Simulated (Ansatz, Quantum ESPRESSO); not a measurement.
# YBe3 (Fm-3m): zone-centre phonons, part 2 of 3

Which modes does YBe3 (Fm-3m) have at the zone centre?

Quantum ESPRESSO 7.5; DFT PBE, scalar-relativistic, plane waves, PseudoDojo norm-conserving pseudopotentials.

So far. Step 2 (A probe with smearing): No gap opens on this mesh, so smearing is kept; the start stands at -0.98 GPa. Step 4 (Ground state): The cell stands at -0.071 GPa, close enough for phonons. The relaxed cell has a = 6.009 Å (conventional setting).

The structure was built from a prototype and need not be the compound's stable phase.

**5. Zone-centre response**

At q = 0 one unit cell holds all displacements; symmetry groups them into irreducible representations that are solved one by one. With smeared occupations no response to a homogeneous field can be asked.

Contents of ph.in:

```
phonons
&inputph
   prefix = 'x'
   outdir = './tmp'
   fildyn = 'g.dyn'
   tr2_ph = 1.0d-18
   alpha_mix(1) = 0.4
   nmix_ph = 8
/
0.000000000000 0.000000000000 0.000000000000
```

The run is started by

```
$ OMP_NUM_THREADS=1 mpirun -n 4 ph.x -nk 4 -in ph.in > ph.out
```

What it wrote:

```text
[banners, grids, parts of the stress and lines that vanish by symmetry left out]
[banner, memory and clock lines left out]
Program PHONON v.7.5

     ./tmp/x.save/

     IMPORTANT: XC functional enforced from input :
     Exchange-correlation= PBE
                           (   1   4   3   4   0   0   0)
     Any further DFT definition will be discarded
     Please, verify this is what you really want

     G-vector sticks info

     Reading collected, re-writing distributed wavefunctions in ./tmp/

     Number and degeneracy of irreps per q-point
       N         xq(1)         xq(2)         xq(3)   N irreps
       1   0.000000000   0.000000000   0.000000000       4
        3   3   3   3

     Calculation of q =    0.0000000   0.0000000   0.0000000

     phonons

     bravais-lattice index     =            2
     lattice parameter (alat)  =      11.3547  a.u.
     unit-cell volume          =     365.9918 (a.u.)^3
     number of atoms/cell      =            4
     number of atomic types    =            2
     kinetic-energy cut-off    =      76.0000  Ry
     charge density cut-off    =     304.0000  Ry
     convergence threshold     =      1.0E-18
     beta                      =       0.4000
     number of iterations used =            8
     Exchange-correlation= PBE
                           (   1   4   3   4   0   0   0)

     celldm(1)=   11.35474  celldm(2)=    0.00000  celldm(3)=    0.00000
     celldm(4)=    0.00000  celldm(5)=    0.00000  celldm(6)=    0.00000

     crystal axes: (cart. coord. in units of alat)
               a(1) = ( -0.5000  0.0000  0.5000 )
               a(2) = (  0.0000  0.5000  0.5000 )
               a(3) = ( -0.5000  0.5000  0.0000 )

     reciprocal axes: (cart. coord. in units 2 pi/alat)
               b(1) = ( -1.0000 -1.0000  1.0000 )
               b(2) = (  1.0000  1.0000  1.0000 )
               b(3) = ( -1.0000  1.0000 -1.0000 )

     Atoms inside the unit cell:

     Cartesian axes

     site n.  atom      mass           positions (alat units)
        1  Y      88.9058   tau(    1) = (    0.00000    0.00000    0.00000  )
        2  Be      9.0122   tau(    2) = (   -0.50000    0.50000    0.50000  )
        3  Be      9.0122   tau(    3) = (   -0.75000    0.75000    0.75000  )
        4  Be      9.0122   tau(    4) = (   -0.25000    0.25000    0.25000  )

     Computing dynamical matrix for
                    q = (   0.0000000   0.0000000   0.0000000 )

     49 Sym.Ops. (with q -> -q+G )

     G cutoff =  992.8144  (  32743 G-vectors)     FFT grid: ( 45, 45, 45)

     number of k points=    47  Marzari-Vanderbilt smearing, width (Ry)=  0.0200
                       cart. coord. in units 2pi/alat
        k(    1) = (   0.0000000   0.0000000   0.0000000), wk =   0.0020000
        k(    2) = (  -0.1000000   0.1000000  -0.1000000), wk =   0.0160000
        k(    3) = (  -0.2000000   0.2000000  -0.2000000), wk =   0.0160000
        [... further k-points left out ...]

     PseudoPot. # 1 for Y  read from file:
     ./pseudo/Y.upf
     Pseudo is Norm-conserving + core correction, Zval = 11.0
     Using radial grid of 1766 points,  6 beta functions with:
                l(1) =   0
                l(2) =   0
                l(3) =   1
                l(4) =   1
                l(5) =   2
                l(6) =   2

     PseudoPot. # 2 for Be read from file:
     ./pseudo/Be.upf
     Pseudo is Norm-conserving, Zval =  4.0
     Using radial grid of 1358 points,  4 beta functions with:
                l(1) =   0
                l(2) =   0
                l(3) =   1
                l(4) =   1

     Mode symmetry, O_h (m-3m)  point group:

     Atomic displacements:
     There are    4 irreducible representations

     Representation     1      3 modes -  To be done

     Representation     2      3 modes -  To be done

     Representation     3      3 modes -  To be done

     Representation     4      3 modes -  To be done

     Alpha used in Ewald sum =   2.8000

     Representation #   1 modes #   1   2   3

     Self-consistent Calculation
      iter #   1   av.it.:   6.6
      thresh= 1.000E-02 alpha_mix =  0.400 |ddv_scf|^2 =  2.033E-07
      iter #   2   av.it.:  14.5
      thresh= 4.509E-05 alpha_mix =  0.400 |ddv_scf|^2 =  2.082E-08
      iter #   3   av.it.:  15.4
      thresh= 1.443E-05 alpha_mix =  0.400 |ddv_scf|^2 =  1.657E-09
      iter #   4   av.it.:  15.2
      thresh= 4.070E-06 alpha_mix =  0.400 |ddv_scf|^2 =  1.306E-11
      iter #   5   av.it.:  15.3
      thresh= 3.614E-07 alpha_mix =  0.400 |ddv_scf|^2 =  9.849E-13
      iter #   6   av.it.:  15.0
      thresh= 9.924E-08 alpha_mix =  0.400 |ddv_scf|^2 =  2.763E-14
      iter #   7   av.it.:  16.1
      thresh= 1.662E-08 alpha_mix =  0.400 |ddv_scf|^2 =  7.947E-17
      iter #   8   av.it.:  14.0
      thresh= 8.914E-10 alpha_mix =  0.400 |ddv_scf|^2 =  2.133E-17
      iter #   9   av.it.:  14.4
      thresh= 4.618E-10 alpha_mix =  0.400 |ddv_scf|^2 =  2.152E-20

     End of self-consistent calculation

     Convergence has been achieved

     Representation #   2 modes #   4   5   6

     Self-consistent Calculation
      iter #   1   av.it.:   6.6
      thresh= 1.000E-02 alpha_mix =  0.400 |ddv_scf|^2 =  1.004E-07
      iter #   2   av.it.:  14.7
      thresh= 3.168E-05 alpha_mix =  0.400 |ddv_scf|^2 =  1.766E-08
      iter #   3   av.it.:  15.3
      thresh= 1.329E-05 alpha_mix =  0.400 |ddv_scf|^2 =  1.079E-09
      iter #   4   av.it.:  15.7
      thresh= 3.284E-06 alpha_mix =  0.400 |ddv_scf|^2 =  7.055E-11
      iter #   5   av.it.:  15.6
      thresh= 8.399E-07 alpha_mix =  0.400 |ddv_scf|^2 =  2.573E-12
[...]
End of self-consistent calculation

     Convergence has been achieved

     Representation #   3 modes #   7   8   9

     Self-consistent Calculation
[...]
End of self-consistent calculation

     Convergence has been achieved

     Representation #   4 modes #  10  11  12

     Self-consistent Calculation
[...]
iter #   4   av.it.:  16.3
      thresh= 2.752E-06 alpha_mix =  0.400 |ddv_scf|^2 =  1.537E-11
      iter #   5   av.it.:  16.0
      thresh= 3.921E-07 alpha_mix =  0.400 |ddv_scf|^2 =  4.437E-13
      iter #   6   av.it.:  15.8
      thresh= 6.661E-08 alpha_mix =  0.400 |ddv_scf|^2 =  7.858E-14
      iter #   7   av.it.:  16.4
      thresh= 2.803E-08 alpha_mix =  0.400 |ddv_scf|^2 =  1.736E-15
      iter #   8   av.it.:  16.8
      thresh= 4.167E-09 alpha_mix =  0.400 |ddv_scf|^2 =  2.674E-17
      iter #   9   av.it.:  15.0
      thresh= 5.171E-10 alpha_mix =  0.400 |ddv_scf|^2 =  4.018E-18
      iter #  10   av.it.:  16.0
      thresh= 2.004E-10 alpha_mix =  0.400 |ddv_scf|^2 =  1.928E-20

     End of self-consistent calculation

     Convergence has been achieved

     Number of q in the star =    1
     List of q in the star:
          1   0.000000000   0.000000000   0.000000000

     Diagonalizing the dynamical matrix

     q = (    0.000000000   0.000000000   0.000000000 )

 **************************************************************************
     freq (    1) =       0.266117 [THz] =       8.876722 [cm-1]
     freq (    2) =       0.266117 [THz] =       8.876722 [cm-1]
     freq (    3) =       0.266117 [THz] =       8.876722 [cm-1]
     freq (    4) =       9.439420 [THz] =     314.865147 [cm-1]
     freq (    5) =       9.439420 [THz] =     314.865147 [cm-1]
     freq (    6) =       9.439420 [THz] =     314.865147 [cm-1]
     freq (    7) =      10.178902 [THz] =     339.531614 [cm-1]
     freq (    8) =      10.178902 [THz] =     339.531614 [cm-1]
     freq (    9) =      10.178902 [THz] =     339.531614 [cm-1]
     freq (   10) =      14.109022 [THz] =     470.626317 [cm-1]
     freq (   11) =      14.109022 [THz] =     470.626317 [cm-1]
     freq (   12) =      14.109022 [THz] =     470.626317 [cm-1]
 **************************************************************************

     Mode symmetry, O_h (m-3m)  point group:

     freq (   1-   3) =          8.9  [cm-1]   --> T_1u G_15  G_4- I
     freq (   4-   6) =        314.9  [cm-1]   --> T_1u G_15  G_4- I
     freq (   7-   9) =        339.5  [cm-1]   --> T_2g G_25' G_5+ R
     freq (  10-  12) =        470.6  [cm-1]   --> T_1u G_15  G_4- I
```

It took 8.2 min on 4 MPI ranks of Arm Neoverse V2, shared host; 33 min of CPU time.

Numbers from this step:

```
largest acoustic frequency at the zone centre before the sum rule : 8.88 cm⁻¹
highest optical zone-centre mode (no LO-TO term)                  : 470.6 cm⁻¹
lowest optical zone-centre mode                                   : 314.9 cm⁻¹
```

The acoustic modes at Γ come out as far as 8.9 cm⁻¹ from zero, where they should vanish, a small numerical error.

**6. Zone-centre analysis**

A rigid shift of the crystal must cost nothing, but grids and finite bases break this; the acoustic sum rule is imposed before the matrix is diagonalised again.

Contents of dynmat.in:

```
&input
   fildyn = 'g.dyn'
   asr = 'simple'
   fileig = 'dynmat.eig'
/
```

The run is started by

```
$ dynmat.x -in dynmat.in > dynmat.out
```

What it wrote:

```text
[banner, memory and clock lines left out]
Program DYNMAT v.7.5

     Reading Dynamical Matrix from file g.dyn
     ...Force constants read
     ...epsilon and Z* not read (not found on file)
     A direction for q was not specified:TO-LO splitting will be absent

     Polarizability (A^3 units)
     multiply by 1.000000 for Clausius-Mossotti correction
         0.000000    0.000000    0.000000
         0.000000    0.000000    0.000000
         0.000000    0.000000    0.000000

     IR activities are in (D/A)^2/amu units

# mode   [cm-1]    [THz]      IR
    1     -0.00   -0.0000    0.0000
    2      0.00    0.0000    0.0000
    3      0.00    0.0000    0.0000
    4    314.15    9.4180    0.0000
    5    314.15    9.4180    0.0000
    6    314.15    9.4180    0.0000
    7    339.18   10.1684    0.0000
    8    339.18   10.1684    0.0000
    9    339.18   10.1684    0.0000
   10    470.42   14.1027    0.0000
   11    470.42   14.1027    0.0000
   12    470.42   14.1027    0.0000

[end of the log left out, with the tail of the file of modes that dynmat.x writes under the same name]
```

The job ended after 0.47 s (1 thread).

This step gave:

* highest optical zone-centre mode (no LO-TO term): 470.4 cm⁻¹
* lowest optical zone-centre mode: 314.1 cm⁻¹

Unit eigenvectors of the mass-weighted matrix after the sum rule; no LO-TO term. The modes at Γ (shares of kinetic energy by element, %):

```csv
mode,frequency (cm⁻¹),symmetry,Y %,Be %
1,0.0,acoustic,77,23
2,0.0,acoustic,77,23
3,0.0,acoustic,77,23
4,314.2,T1u,5,95
5,314.2,T1u,5,95
6,314.2,T1u,5,95
7,339.2,T2g,0,100
8,339.2,T2g,0,100
9,339.2,T2g,0,100
10,470.4,T1u,18,82
11,470.4,T1u,18,82
12,470.4,T1u,18,82
```

Displacements in mode 6 (314.2 cm⁻¹), the largest set to 1:
```
Y1   0.00  0.00 -0.08
Be2  0.01 -0.01  1.00
Be3  0.00  0.00 -0.13
Be4  0.00  0.00 -0.13
```

Displacements in mode 7 (339.2 cm⁻¹), the largest set to 1:
```
Y1   0.00  0.00  0.00
Be2  0.00  0.00  0.00
Be3  0.51  1.00  0.88
Be4 -0.51 -1.00 -0.88
```

The rule also moves an optical mode by 0.7 cm⁻¹.

**7. Sum rules set otherwise: a sum rule for molecules or wires on a crystal**

This rule also removes rotations, which suits wires and not a crystal; it is tried to see the harm.

Contents of dynmat.in:

```
&input
   fildyn = 'g.dyn'
   asr = 'one-dim'
   fileig = 'dynmat.eig'
/
```

The run is started by

```
$ dynmat.x -in dynmat.in > dynmat.out
```

What it wrote:

```text
[banner, memory and clock lines left out]
Program DYNMAT v.7.5

     Reading Dynamical Matrix from file g.dyn
     ...Force constants read
     ...epsilon and Z* not read (not found on file)
asr rotation axis in 1D system=    3
     Acoustic Sum Rule: || Z*(ASR) - Z*(orig)|| =    0.000000E+00
     Acoustic Sum Rule: ||dyn(ASR) - dyn(orig)||=    3.624683E-01
     A direction for q was not specified:TO-LO splitting will be absent

     Polarizability (A^3 units)
     multiply by 1.000000 for Clausius-Mossotti correction
         0.000000    0.000000    0.000000
         0.000000    0.000000    0.000000
         0.000000    0.000000    0.000000

     IR activities are in (D/A)^2/amu units

# mode   [cm-1]    [THz]      IR
    1     -0.00   -0.0000    0.0000
    2     -0.00   -0.0000    0.0000
    3      0.00    0.0000    0.0000
    4      0.00    0.0000    0.0000
    5    314.70    9.4345    0.0000
    6    314.70    9.4345    0.0000
    7    326.57    9.7905    0.0000
    8    339.53   10.1789    0.0000
    9    339.53   10.1789    0.0000
   10    470.52   14.1057    0.0000
   11    470.52   14.1057    0.0000
   12    494.12   14.8133    0.0000

[end of the log left out, with the tail of the file of modes that dynmat.x writes under the same name]
```

Elapsed: 0.47 s, on 1 thread.

The run ended normally, but on settings that are not sound.

The fault: a sum rule for molecules or wires on a crystal; 1 optical mode is projected out to zero frequency, as if it were a rotation.

For a crystal the rule has to be 'simple' or 'crystal'.

Zone-centre frequencies as printed; negative means imaginary. Modes:

```csv
mode,frequency (cm⁻¹)
1,0
2,0
3,0
4,0
5,314.7
6,314.7
7,326.6
8,339.5
9,339.5
10,470.5
11,470.5
12,494.1
```

**8. Sum rules set otherwise (asr no)**

Without the rule the raw error of the acoustic modes shows.

Contents of dynmat.in:

```
&input
   fildyn = 'g.dyn'
   asr = 'no'
   fileig = 'dynmat.eig'
/
```

The run is started by

```
$ dynmat.x -in dynmat.in > dynmat.out
```

What it wrote:

```text
[banner, memory and clock lines left out]
Program DYNMAT v.7.5

     Reading Dynamical Matrix from file g.dyn
     ...Force constants read
     ...epsilon and Z* not read (not found on file)
     A direction for q was not specified:TO-LO splitting will be absent

     Polarizability (A^3 units)
     multiply by 1.000000 for Clausius-Mossotti correction
         0.000000    0.000000    0.000000
         0.000000    0.000000    0.000000
         0.000000    0.000000    0.000000

     IR activities are in (D/A)^2/amu units

# mode   [cm-1]    [THz]      IR
    1      8.88    0.2661    0.0000
    2      8.88    0.2661    0.0000
    3      8.88    0.2661    0.0000
    4    314.87    9.4394    0.0000
    5    314.87    9.4394    0.0000
    6    314.87    9.4394    0.0000
    7    339.53   10.1789    0.0000
    8    339.53   10.1789    0.0000
    9    339.53   10.1789    0.0000
   10    470.63   14.1090    0.0000
   11    470.63   14.1090    0.0000
   12    470.63   14.1090    0.0000

[end of the log left out, with the tail of the file of modes that dynmat.x writes under the same name]
```

Wall time 0.47 s (1 thread).

Numbers from this step:

```
highest optical zone-centre mode (no LO-TO term) : 470.6 cm⁻¹
lowest optical zone-centre mode                  : 314.9 cm⁻¹
```

Zone-centre frequencies as printed; negative means imaginary. Modes:

```csv
mode,frequency (cm⁻¹)
1,8.88
2,8.88
3,8.88
4,314.9
5,314.9
6,314.9
7,339.5
8,339.5
9,339.5
10,470.6
11,470.6
12,470.6
```

Against the first rule no mode moves by more than 8.9 cm⁻¹.

(Continued in part 3 of 3.)

[Host names and launcher messages were left out of these logs when they were recorded.]

[Logs are printed without paths, hosts, clocks, repeated set-up lines and the standing remarks that a program may print on its own settings, such as how far it seeks lower states.]

[Hosts, paths, dates, database ids (printed as entryN), source tags and the programs' standing remarks are cut or masked in the printed files.]
